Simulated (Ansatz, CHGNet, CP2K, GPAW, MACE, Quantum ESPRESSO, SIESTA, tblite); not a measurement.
**Other levels on random packing of P38S62 (at. %) (64 atoms)**

Density of this cell: 2.09 g/cm³. The cell holds 64 atoms: 24 P and 40 S. Its edges and angles: a = 11.721 Å, b = 11.721 Å, c = 11.721 Å, α = 90.0°, β = 90.0°, γ = 90.0°. 64 atoms (24 P, 40 S) packed at random in a cube at 2.09 g/cm³ and pushed apart as soft spheres; a start for melting by ab initio MD, not an equilibrated structure. Then every atom was moved at random, 0.02 Å r.m.s. a Cartesian component.

Geometry: as built.

The reference, a calculation:

```
method                 : Kohn-Sham DFT, PBE, SSSP efficiency 1.3.0 pseudopotentials, plane waves (Quantum ESPRESSO 7.5); sssp-pbe-1.3.0-efficiency, cutoffs 45/360 Ry, Γ point
r.m.s. force component : 0.9503 eV/Å
longest force          : 3.185 eV/Å
pressure               : -8.767 GPa
time                   : 3.9 min on 4 MPI ranks of Arm Neoverse V2, shared host
CPU time               : 16 min
```

Q: Estimate the differences from the reference, the CPU time and the memory of each run.
- tblite GFN1-xTB (tblite 0.8.0; 1 thread)
- MACE MPA-0 medium potential (MACE MPA-0 medium; 1 thread)
- SIESTA PBE, SZP, shift 0.01 Ry, mesh 300 Ry (SIESTA 5.4.2; 1 thread)
- CHGNet r2SCAN potential (CHGNet r2SCAN; 1 thread)
- CP2K PBE, DZVP-UZH, 489/50 Ry, diagonalisation (CP2K 2026.2; 4 MPI ranks)
- CP2K PBE, DZVP-UZH, 244/50 Ry, diagonalisation (CP2K 2026.2; 2 threads)
- SIESTA PBE, DZ, shift 0.01 Ry, mesh 300 Ry (SIESTA 5.4.2; 1 thread)
- GPAW PBE, plane waves 550 eV (GPAW 26.7.0; 2 MPI ranks)
- SIESTA PBE, TZP, shift 0.01 Ry, mesh 300 Ry (SIESTA 5.4.2; 2 MPI ranks)
- CP2K PBE, DZVP-UZH, 350/50 Ry, diagonalisation (CP2K 2026.2; 4 MPI ranks)

Differences are against the plane-wave reference, forces as r.m.s. over components; share is that over the reference's r.m.s. force, slope the least-squares factor from reference forces to these. Total energies of different programs have different zeros and aren't compared.

```csv
run,"Δ force, r.m.s. (meV/Å)",share (%),slope,Δ pressure (GPa),cores,CPU time,memory (GiB)
reference,-,-,-,-,4,16 min,3.8
tblite GFN1-xTB,603,63.5,1.445,-11.6,1,4.5 s,0.14
MACE MPA-0 medium potential,283,29.8,0.955,-0.430,1,6.1 s,0.78
"SIESTA PBE, SZP, shift 0.01 Ry, mesh 300 Ry (coarse)",369,38.9,0.754,-0.0848,1,2.3 min,0.83
CHGNet r2SCAN potential,503,52.9,1.075,-0.380,1,3 s,0.61
"CP2K PBE, DZVP-UZH, 489/50 Ry, diagonalisation",63.1,6.64,0.974,0.552,4,3.4 min,4.3
"CP2K PBE, DZVP-UZH, 244/50 Ry, diagonalisation (coarse)",63.1,6.64,0.974,0.552,2,2.3 min,1.5
"SIESTA PBE, DZ, shift 0.01 Ry, mesh 300 Ry (coarse)",875,92.1,0.454,6.02,1,85 s,0.62
"GPAW PBE, plane waves 550 eV",7.90,0.832,0.994,0.0138,2,6.7 min,1.5
"SIESTA PBE, TZP, shift 0.01 Ry, mesh 300 Ry",118,12.4,0.920,-1.29,2,3.8 min,1.3
"CP2K PBE, DZVP-UZH, 350/50 Ry, diagonalisation",63.1,6.64,0.974,0.552,4,2.4 min,2.9
```

Rows marked coarse were listed beforehand as settings not expected to be converged; some can still land near the reference.

Times of the machine-learned potentials are mostly Python's start and the loading of weights.

CPU time is summed over cores on a shared host, where runs went side by side, so it is rough. Symmetry, cutoffs, thresholds, outputs and thread counts weren't matched or tuned between programs; memory under MPI is the largest rank's times the ranks.

PBE on plane waves or a grid with other potentials, cutoffs or grids, coarse settings apart, differs from the reference by 0.83 % (GPAW PBE, plane waves 550 eV) of the r.m.s. force; this holds the reference's own error, so differences of a few per cent don't tell which side is nearer the exact PBE result. The PBE runs in local orbitals, coarse settings apart, differ by 6.6 % (CP2K PBE, DZVP-UZH, 350/50 Ry, diagonalisation) to 12 % (SIESTA PBE, TZP, shift 0.01 Ry, mesh 300 Ry); basis, grid and potentials can all enter. Tight binding differs by 63 % (tblite GFN1-xTB); it is another model, with fitted parameters of its own, and the xTB methods hold dispersion. Machine-learned potentials differ by 30 % (MACE MPA-0 medium potential) to 53 % (CHGNet r2SCAN potential); they were trained on other programs' data, some at another functional. Periodic xTB results under one method name differ between programs and library versions. Machine-learned potentials mimic data converged in k, so the reference's own k-point error enters their differences. The electronic-structure runs sample only Γ, in a cell whose shortest periodic width is 12 Å, which is coarse for a cell with partly filled levels.

[Logs are printed without paths, hosts, clocks, repeated set-up lines and the standing remarks that a program may print on its own settings, such as how far it seeks lower states.]

[Hosts, paths, dates, database ids (printed as entryN), source tags and the programs' standing remarks are cut or masked in the printed files.]
